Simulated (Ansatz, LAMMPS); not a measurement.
## An extra electron or hole in amorphous 59Ga2O3-41P2O5 (mol %) (128 atoms)

Aim: add and remove one electron in amorphous 59Ga2O3-41P2O5 (mol %) (128 atoms), with atoms held and relaxed, and read trapping energy and localisation.

Method: Kohn-Sham DFT, PBE, PAW (set soft_1), plane waves, in Ansatz 0.2.0.

### Step 1. Starting point

The cell holds 128 atoms: 26 Ga, 18 P and 84 O. Its edges and angles: a = 11.584 Å, b = 11.584 Å, c = 11.584 Å, α = 90.0°, β = 90.0°, γ = 90.0°. 128 atoms (26 Fe, 18 P, 84 O) placed at random at 3.33 g/cm³, melted at 5000 K for 10 ps at fixed volume with the Morse and Coulomb pair potential with partial charges (Pedone, Malavasi, Menziani, Cormack and Segre, J. Phys. Chem. B 110, 11780 (2006)). Quenched from 5000 K to 300 K at 100 K/ps and fixed volume, held 10 ps at zero pressure, then minimised at fixed cell. Then Fe was replaced by Ga and the cell scaled by 1.005 (the potential has no terms for the new elements, so the cell is a start for a DFT relaxation).

Limits known from the start: The quench rate of 100 K/ps far exceeds what a furnace or splat quench reaches, so expect more defects and frozen-in strain than in a real sample. The network of bonds at the start is that of the classical potential that made the cell, and needn't be the one that DFT or experiment would give. Sampling is at Γ alone, for a cell whose shortest periodic width is 12 Å.

### Step 2. Single point at the start

A single point comes first, to see the forces before anything moves.

input.yaml

```yaml
crystal:
  lattice:
    - [11.58385, 0.0, 0.0]
    - [0.0, 11.58385, 0.0]
    - [0.0, 0.0, 11.58385]
  atoms:
    - { symbol: Ga, position: [0.94838, 0.79643, 0.92278] }
    - { symbol: Ga, position: [0.67834, 0.83389, 0.89424] }
    - { symbol: Ga, position: [0.55606, 0.7909, 0.1868] }
    - { symbol: Ga, position: [0.92576, 0.20066, 0.44073] }
    - { symbol: Ga, position: [0.28176, 0.35808, 0.19371] }
    - { symbol: Ga, position: [0.16865, 0.42318, 0.72831] }
    - { symbol: Ga, position: [0.71413, 0.57194, 0.36267] }
    - { symbol: Ga, position: [0.16915, 0.97026, 0.4743] }
    - { symbol: Ga, position: [0.64759, 0.42362, 0.73846] }
    - { symbol: Ga, position: [0.52989, 0.2388, 0.2777] }
    - { symbol: Ga, position: [0.24634, 0.18291, 0.37066] }
    - { symbol: Ga, position: [0.3568, 0.89183, 0.6251] }
    - { symbol: Ga, position: [0.88925, 0.335, 0.93953] }
    - { symbol: Ga, position: [0.39697, 0.56001, 0.62731] }
    - { symbol: Ga, position: [0.1071, 0.68608, 0.66077] }
    - { symbol: Ga, position: [0.38163, 0.17297, 0.02732] }
    - { symbol: Ga, position: [0.43161, 0.80186, 0.42742] }
    - { symbol: Ga, position: [0.88014, 0.05633, 0.94822] }
    - { symbol: Ga, position: [0.74505, 0.13262, 0.65108] }
    - { symbol: Ga, position: [0.75033, 0.79468, 0.40305] }
    - { symbol: Ga, position: [0.80961, 0.71587, 0.1544] }
    - { symbol: Ga, position: [0.62438, 0.69356, 0.64749] }
    - { symbol: Ga, position: [0.22111, 0.10454, 0.78082] }
    - { symbol: Ga, position: [0.1666, 0.04335, 0.02092] }
    - { symbol: Ga, position: [0.47782, 0.42596, 0.96513] }
    - { symbol: Ga, position: [0.10982, 0.73939, 0.12692] }
    - { symbol: P, position: [0.44786, 0.6997, 0.9303] }
    - { symbol: P, position: [0.56897, 0.01217, 0.44741] }
    - { symbol: P, position: [0.68253, 0.33066, 0.48759] }
    - { symbol: P, position: [0.36606, 0.26376, 0.62413] }
    - { symbol: P, position: [0.30393, 0.95308, 0.2136] }
    - { symbol: P, position: [0.50553, 0.09159, 0.77367] }
    [... 90 atom lines left out ...]
    - { symbol: O, position: [0.6564, 0.68114, 0.48629] }
    - { symbol: O, position: [0.0564, 0.10295, 0.76053] }
    - { symbol: O, position: [0.63487, 0.10656, 0.77513] }
    - { symbol: O, position: [0.56492, 0.35588, 0.85358] }
    - { symbol: O, position: [0.41185, 0.89163, 0.25269] }
    - { symbol: O, position: [0.19256, 0.45423, 0.89202] }
kpoints:
  mp_grid: { grid: [1, 1, 1] }
hamiltonian:
  xc: pbe
  pseudopotentials: { kind: paw, azcp: { folder: soft_1 } }
scf:
  occupations: { method: fermi_dirac, width: 0.025 }
output:
  forces: true
```

Run with:

```sh
$ ansatz run input.yaml --threads 4 --pin off --max-ram 15872MiB --backend cpu --events-out ev --progress --plain --runs-dir out
```

Numbers of over 12 decimals in the logs are rounded to 6 here.

What it wrote:

```text
Engine: ansatz 0.2.0, x86_64-unknown-linux-gnu
Pseudopotentials: kind: paw
Pseudopotential: Ga, paw, valence charge 13, recommended cutoff 420 eV (normal), soft_1/Ga.paw.azcp
Pseudopotential: P, paw, valence charge 5, recommended cutoff 420 eV (normal), soft_1/P.paw.azcp
Pseudopotential: O, paw, valence charge 6, recommended cutoff 420 eV (normal), soft_1/O.paw.azcp
[... 5 lines on functional and potentials left out ...]
Crystal: 128 atoms, lattice volume = 1554.386 Å³
Basis set: ecut = 420 eV, 30551 PW (Γ), exchange–correlation on 160×160×160 points (8 copies of the dense FFT grid, shifted against one another)
Bands: 594, of which v1, the nominal top of the filled ones, is band 466 counted from 1 (465 counted from 0)
Symmetry: 1 space group operations
Space group: P1 (ITA 1), of the structure as read, at distance tolerance 1.2e-4 Å
k-points: 1
[... 7 lines on functional and potentials left out ...]
Initial density: superposition of atomic densities (chi_scale 0.1, normalization cell, long waves kept (reshape's long-wave potential 0.80 eV rms))
Initial wavefunctions: pseudopotential atomic-orbital guess
Functional: x = pbe(κ = 0.804, μ = 0.219515), c = pbe(β = 0.066725)
SCF iter   1: F=—  HF=-159714.159656 eV  |F-HF|=—  |Δ(HF+E_count)|=         —  Δρ=1.25e-1  dr2=1.87e2  ethr=3.10e-3  ⟨swp⟩=7.0  Hψ=2588  notcnv=0  defer=50
preconditioner: auto → Resta (q_TF=auto, 2.505 Å⁻¹)  ε∞=3.4  [insulator: Δε(μ)=1.342 eV  Ē_g=18.454 eV  σ=0.025 eV  W_gap=1.00  n_scr=436 (ndim 8)  ℏωp=28.8 eV  f_vac=0.066  D(μ)=0.00/eV (n_scr^D=0)  ε∞_Penn≈3.4]
SCF iter   2: F=—  HF=-159662.668164 eV  |F-HF|=—  |Δ(HF+E_count)|=    5.15e1  Δρ=5.06e-2  dr2=2.58e1  ethr=3.10e-3  ⟨swp⟩=3.0  Hψ=1155  notcnv=0  defer=123
SCF iter   3: F=—  HF=-159654.277434 eV  |F-HF|=—  |Δ(HF+E_count)|=    8.39e0  Δρ=1.84e-2  dr2=4.98e0  ethr=2.77e-3  ⟨swp⟩=5.0  Hψ=879  notcnv=0  defer=69
automatic band count: iteration 3 solves 540 bands in place of 594: the levels show a gap, and the empty bands left out lie too high to hold charge; the band table lists the bands solved (type scf.n_extra_bands for more)
SCF iter   4: F=—  HF=-159653.176221 eV  |F-HF|=—  |Δ(HF+E_count)|=    1.10e0  Δρ=6.84e-3  dr2=5.57e-1  ethr=5.34e-4  ⟨swp⟩=4.0  Hψ=1020  notcnv=0  defer=69
SCF iter   5: F=—  HF=-159653.264805 eV  |F-HF|=—  |Δ(HF+E_count)|=   8.86e-2  Δρ=4.15e-3  dr2=2.44e-1  ethr=5.98e-5  ⟨swp⟩=4.0  Hψ=996  notcnv=0  defer=69
SCF iter   6: F=—  HF=-159653.278649 eV  |F-HF|=—  |Δ(HF+E_count)|=   1.38e-2  Δρ=1.76e-3  dr2=4.72e-2  ethr=2.62e-5  ⟨swp⟩=2.0  Hψ=1011  notcnv=0  defer=69
SCF iter   7: F=—  HF=-159653.279867 eV  |F-HF|=—  |Δ(HF+E_count)|=   1.22e-3  Δρ=5.38e-4  dr2=5.58e-3  ethr=5.07e-6  ⟨swp⟩=3.0  Hψ=943  notcnv=0  defer=69
SCF iter   8: F=—  HF=-159653.281289 eV  |F-HF|=—  |Δ(HF+E_count)|=   1.42e-3  Δρ=2.07e-4  dr2=7.76e-4  ethr=5.99e-7  ⟨swp⟩=3.0  Hψ=964  notcnv=0  defer=69
SCF iter   9: F=—  HF=-159653.282036 eV  |F-HF|=—  |Δ(HF+E_count)|=   7.47e-4  Δρ=1.74e-4  dr2=4.13e-4  ethr=8.33e-8  ⟨swp⟩=3.0  Hψ=942  notcnv=0  defer=69
SCF iter  10: F=—  HF=-159653.282091 eV  |F-HF|=—  |Δ(HF+E_count)|=   5.44e-5  Δρ=4.44e-5  dr2=3.03e-5  ethr=4.43e-8  ⟨swp⟩=2.0  Hψ=865  notcnv=0  defer=69
SCF iter  11: F=—  HF=-159653.281543 eV  |F-HF|=—  |Δ(HF+E_count)|=   5.48e-4  Δρ=2.48e-5  dr2=8.76e-6  ethr=3.26e-9  ⟨swp⟩=3.0  Hψ=1111  notcnv=0  defer=69
SCF iter  12: F=—  HF=-159653.281545 eV  |F-HF|=—  |Δ(HF+E_count)|=   2.46e-6  Δρ=7.84e-6  dr2=1.11e-6  ethr=9.40e-10  ⟨swp⟩=2.0  Hψ=875  notcnv=0  defer=69
SCF iter  13: F=—  HF=-159653.281547 eV  |F-HF|=—  |Δ(HF+E_count)|=   1.67e-6  Δρ=6.47e-6  dr2=5.57e-7  ethr=1.19e-10  ⟨swp⟩=3.0  Hψ=1042  notcnv=0  defer=69
SCF iter  14: F=-159653.281547 eV  HF=-159653.281547 eV  |F-HF|=2.32e-8  |Δ(HF+E_count)|=   3.33e-8  Δρ=1.65e-6  dr2=4.12e-8  ethr=1.07e-11  ⟨swp⟩=3.0  Hψ=2123  notcnv=0
SCF 1 converged in 14 iterations: F = -159653.281547 eV  dr2 = 4.12e-8
  greatest PAW one-centre occupation: 0.998 electrons in one spin orbital (limit 2), on the Ga atom at site 19 (counted from 0), in its partial waves of l = 2
SCF converged after 14 iterations
Free energy (F): -159653.281547 eV
Harris-Foulkes:  -159653.281547 eV  (|F-HF|=2.32e-8)
Internal energy: -159653.281547 eV  (E = F + TS)
E sigma→0 (E₀):  -159653.281547 eV
Fermi energy:    6.149640 eV
--- Per-component energies (eV) ---
  E_band       = -3857.546575
  E_kinetic    = 18555.513477
  E_local      = -82886.835172  (includes V_loc(G=0)·N_el)
  E_nonlocal   = 2694.032647
  E_hartree    = 41425.097943
  E_xc         = -8935.553474
  E_vxc        = -10188.696300  (∫ρ·V_xc dr)
  E_paw        = -75802.502408  (= ΣΔE_a)
  E_vpaw       = -14881.825791  (= ΣTr[D̂ρ^β])
  E_aug_tail   = 0.060600  (compensation charges beyond the density's cutoff)
  E_ewald      = -54703.095161
  E_smearing   = -0.000000  (= −TS)
  E_closure    = -0.000000  (closes the sum)
  Σ components = -159653.281547   (vs F -159653.281547, Δ=0.00e0)
--- Forces (eV/Å), atoms counted from 1 ---
  atom   1  Ga    -0.79282093     0.09326182    -0.74204297
  atom   2  Ga     0.14426382     0.63489754     1.76675717
  atom   3  Ga     0.05880891     0.90678763    -1.96548546
  atom   4  Ga     0.87753880    -0.33558999    -1.68933601
  atom   5  Ga     0.59856824     1.34667260    -0.19456835
  atom   6  Ga    -0.67869039    -0.16103593    -0.37677924
  atom   7  Ga    -1.60761904    -1.61035186     0.44874073
  atom   8  Ga    -0.57669548     0.90668708    -0.46235220
  atom   9  Ga    -0.34629019     0.26788704     0.46617006
  atom  10  Ga     1.15875613     0.44557558     1.09730093
  atom  11  Ga    -1.26156448     0.13329925     1.15901904
  atom  12  Ga     0.06139625     1.27647621    -0.23357007
  atom  13  Ga     0.53593639     1.38741456     0.77781130
  atom  14  Ga     0.19312578    -0.28233496    -1.19261213
[...]
atom 127  O      1.49171126    -1.23468684     0.22695173
  atom 128  O      1.41705661    -0.24124858    -1.59762492
  max |Σ_I F_I| component: 6.22e-5 eV/Å
```

Elapsed: 21 s, on 4 threads of Intel Xeon Platinum 8488C (Sapphire Rapids), shared host; peak memory 2.6 GiB; 80 s of CPU time.

The column dr2 measures how far the density is from self-consistency, as an energy; F and HF (Harris–Foulkes) agree once it is small.

The r.m.s. force at the start is 1.1 eV/Å.

### Step 3. Relaxation

The atoms are relaxed in the fixed cell, aiming at the force tolerance of the input.

input.yaml

```yaml
crystal:
  lattice:
    - [11.58385, 0.0, 0.0]
    - [0.0, 11.58385, 0.0]
    - [0.0, 0.0, 11.58385]
  atoms:
    [... the 128 atom lines of step 2 ...]
kpoints:
  mp_grid: { grid: [1, 1, 1] }
hamiltonian:
  xc: pbe
  pseudopotentials: { kind: paw, azcp: { folder: soft_1 } }
scf:
  occupations: { method: fermi_dirac, width: 0.025 }
output:
  forces: true
relax:
  f_tol: 0.05
  max_steps: 120
```

What it wrote:

```text
[...]
Crystal: 128 atoms, lattice volume = 1554.386 Å³
Basis set: ecut = 420 eV, 30551 PW (Γ), exchange–correlation on 160×160×160 points (8 copies of the dense FFT grid, shifted against one another)
Bands: 594, of which v1, the nominal top of the filled ones, is band 466 counted from 1 (465 counted from 0)
Symmetry: 1 space group operations
[...]
k-points: 1
[...]
SCF iter   1: F=—  HF=-159714.159655 eV  |F-HF|=—  |Δ(HF+E_count)|=         —  Δρ=1.25e-1  dr2=1.87e2  ethr=3.10e-3  ⟨swp⟩=7.0  Hψ=2588  notcnv=0  defer=50
[...]
SCF iter  10: F=-159653.281536 eV  HF=-159653.281530 eV  |F-HF|=5.88e-6  |Δ(HF+E_count)|=   1.33e-5  Δρ=3.78e-5  dr2=2.31e-5  ethr=6.71e-9  ⟨swp⟩=3.0  Hψ=2079  notcnv=0
SCF 1 converged in 10 iterations: F = -159653.281536 eV  dr2 = 2.31e-5
[...]
relax step   1: F+E_penalty+E_count = -159653.28153627 eV  Δ(F+E_penalty+E_count) = +0.000e0 eV  max|allowed force component| = 3.681e0 eV/Å  Δτ_max = 0.0000 Å  (10 SCF iters, dr2 threshold 6.25e-5 eV, accepted)
[...]
relax step   2: F+E_penalty+E_count = -159658.31366679 eV  Δ(F+E_penalty+E_count) = -5.032e0 eV  max|allowed force component| = 1.852e0 eV/Å  Δτ_max = 0.1567 Å  (8 SCF iters, dr2 threshold 1.00e-4 eV, accepted)
[...]
relax step   3: F+E_penalty+E_count = -159661.17503713 eV  Δ(F+E_penalty+E_count) = -2.861e0 eV  max|allowed force component| = 1.086e0 eV/Å  Δτ_max = 0.1930 Å  (8 SCF iters, dr2 threshold 1.00e-4 eV, accepted)
relax step   4: F+E_penalty+E_count = -159662.52456019 eV  Δ(F+E_penalty+E_count) = -1.350e0 eV  max|allowed force component| = 9.590e-1 eV/Å  Δτ_max = 0.2000 Å  (8 SCF iters, dr2 threshold 1.00e-4 eV, accepted)
relax step   5: F+E_penalty+E_count = -159663.31345468 eV  Δ(F+E_penalty+E_count) = -7.889e-1 eV  max|allowed force component| = 1.170e0 eV/Å  Δτ_max = 0.1969 Å  (8 SCF iters, dr2 threshold 1.00e-4 eV, accepted)
relax step   6: F+E_penalty+E_count = -159663.92067701 eV  Δ(F+E_penalty+E_count) = -6.072e-1 eV  max|allowed force component| = 5.232e-1 eV/Å  Δτ_max = 0.2000 Å  (8 SCF iters, dr2 threshold 1.00e-4 eV, accepted)
relax step   7: F+E_penalty+E_count = -159664.18765412 eV  Δ(F+E_penalty+E_count) = -2.670e-1 eV  max|allowed force component| = 4.186e-1 eV/Å  Δτ_max = 0.2000 Å  (7 SCF iters, dr2 threshold 5.47e-5 eV, accepted)
relax step   8: F+E_penalty+E_count = -159664.36594555 eV  Δ(F+E_penalty+E_count) = -1.783e-1 eV  max|allowed force component| = 5.431e-1 eV/Å  Δτ_max = 0.1931 Å  (7 SCF iters, dr2 threshold 3.50e-5 eV, accepted)
relax step   9: F+E_penalty+E_count = -159664.55665385 eV  Δ(F+E_penalty+E_count) = -1.907e-1 eV  max|allowed force component| = 1.621e-1 eV/Å  Δτ_max = 0.2000 Å  (7 SCF iters, dr2 threshold 1.00e-4 eV, accepted)
relax step  10: F+E_penalty+E_count = -159664.57225671 eV  Δ(F+E_penalty+E_count) = -1.560e-2 eV  max|allowed force component| = 4.092e-1 eV/Å  Δτ_max = 0.2000 Å  (11 SCF iters, accepted)
relax step  11: F+E_penalty+E_count = -159664.62568111 eV  Δ(F+E_penalty+E_count) = -5.342e-2 eV  max|allowed force component| = 2.141e-1 eV/Å  Δτ_max = 0.0923 Å  (7 SCF iters, dr2 threshold 1.49e-5 eV, accepted)
relax step  12: F+E_penalty+E_count = -159664.64539282 eV  Δ(F+E_penalty+E_count) = -1.971e-2 eV  max|allowed force component| = 3.600e-1 eV/Å  Δτ_max = 0.2000 Å  (8 SCF iters, dr2 threshold 1.26e-5 eV, accepted)
relax step  13: F+E_penalty+E_count = -159664.60708554 eV  Δ(F+E_penalty+E_count) = +3.831e-2 eV  max|allowed force component| = 2.190e-1 eV/Å  Δτ_max = 0.2000 Å  (7 SCF iters, dr2 threshold 3.55e-5 eV, rejected (line search))
relax step  14: F+E_penalty+E_count = -159664.67266571 eV  Δ(F+E_penalty+E_count) = -2.727e-2 eV  max|allowed force component| = 1.146e-1 eV/Å  Δτ_max = 0.0717 Å  (10 SCF iters, accepted)
relax step  15: F+E_penalty+E_count = -159664.68088324 eV  Δ(F+E_penalty+E_count) = -8.218e-3 eV  max|allowed force component| = 5.778e-2 eV/Å  Δτ_max = 0.1000 Å  (10 SCF iters, accepted)
relax step  16: F+E_penalty+E_count = -159664.65569366 eV  Δ(F+E_penalty+E_count) = +2.519e-2 eV  max|allowed force component| = 1.103e-1 eV/Å  Δτ_max = 0.1500 Å  (11 SCF iters, rejected (line search))
relax step  17: F+E_penalty+E_count = -159664.68531020 eV  Δ(F+E_penalty+E_count) = -4.427e-3 eV  max|allowed force component| = 6.579e-2 eV/Å  Δτ_max = 0.0299 Å  (10 SCF iters, accepted)
relax step  18: F+E_penalty+E_count = -159664.68612071 eV  Δ(F+E_penalty+E_count) = -8.105e-4 eV  max|allowed force component| = 5.833e-2 eV/Å  Δτ_max = 0.0115 Å  (8 SCF iters, accepted)
relax step  19: F+E_penalty+E_count = -159664.68695708 eV  Δ(F+E_penalty+E_count) = -8.364e-4 eV  max|allowed force component| = 6.321e-2 eV/Å  Δτ_max = 0.1125 Å  (8 SCF iters, dr2 threshold 2.67e-6 eV, accepted)
relax step  20: F+E_penalty+E_count = -159664.69055803 eV  Δ(F+E_penalty+E_count) = -3.601e-3 eV  max|allowed force component| = 3.355e-2 eV/Å  Δτ_max = 0.0366 Å  (6 SCF iters, dr2 threshold 3.14e-6 eV, accepted)
[...]
relax step  21: F+E_penalty+E_count = -159664.69055856 eV  Δ(F+E_penalty+E_count) = -5.376e-7 eV  max|allowed force component| = 3.341e-2 eV/Å  Δτ_max = 0.0000 Å  (4 SCF iters, accepted)
SCF converged after 4 iterations
Free energy (F): -159664.690559 eV
[...]
Internal energy: -159664.690559 eV  (E = F + TS)
E sigma→0 (E₀):  -159664.690559 eV
Fermi energy:    6.190383 eV
[...]
--- Forces (eV/Å), atoms counted from 1 ---
  atom   1  Ga    -0.02708557     0.00576512    -0.00179717
  atom   2  Ga     0.01227016     0.00348107     0.00533720
  atom   3  Ga     0.00033949     0.00868811    -0.00007197
  atom   4  Ga    -0.01253292    -0.01254974    -0.00067362
  atom   5  Ga     0.00435971    -0.00703828    -0.00521307
  atom   6  Ga    -0.00210473    -0.00246892     0.00241184
  atom   7  Ga    -0.00111482    -0.00018600     0.00898045
  atom   8  Ga    -0.00910938     0.00424649    -0.00134626
  atom   9  Ga    -0.00279515     0.00186846     0.00960049
  atom  10  Ga     0.00593827     0.00569692    -0.01131302
  atom  11  Ga    -0.00420407    -0.00743904    -0.01016635
  atom  12  Ga     0.02309348    -0.00108503     0.00287010
  atom  13  Ga    -0.01360127     0.00119071     0.00143110
  atom  14  Ga     0.00925680     0.00133058    -0.00528687
[...]
atom 127  O      0.00734159     0.00670638    -0.00415729
  atom 128  O      0.00605618    -0.00132970    -0.00422728
  max |Σ_I F_I| component: 1.10e-4 eV/Å
--- Relaxed structure (21 steps of the walk, 19 accepted, 0 SCFs on fresh bases) ---
  F+E_penalty+E_count = -159664.69055856 eV   max|allowed force component| = 3.341e-2 eV/Å
  atoms:
    - { symbol: Ga, position: [0.938649, 0.782868, 0.913995] }
    - { symbol: Ga, position: [0.667154, 0.818103, 0.897614] }
    - { symbol: Ga, position: [0.575366, 0.766236, 0.152430] }
    - { symbol: Ga, position: [0.955840, 0.197940, 0.456570] }
[...]
- { symbol: O, position: [0.179099, 0.452880, 0.900092] }
```

Run time: 4.7 min. Hardware: 4 threads; peak memory 2.7 GiB.

The relaxation converged after 21 steps, 11.4 eV below its start, with a largest force component of 0.033 eV/Å.

[end of part 1 of 4]

[Logs are printed without paths, hosts, clocks, repeated set-up lines and the standing remarks that a program may print on its own settings, such as how far it seeks lower states.]

[Hosts, paths, dates, database ids (printed as entryN), source tags and the programs' standing remarks are cut or masked in the printed files.]
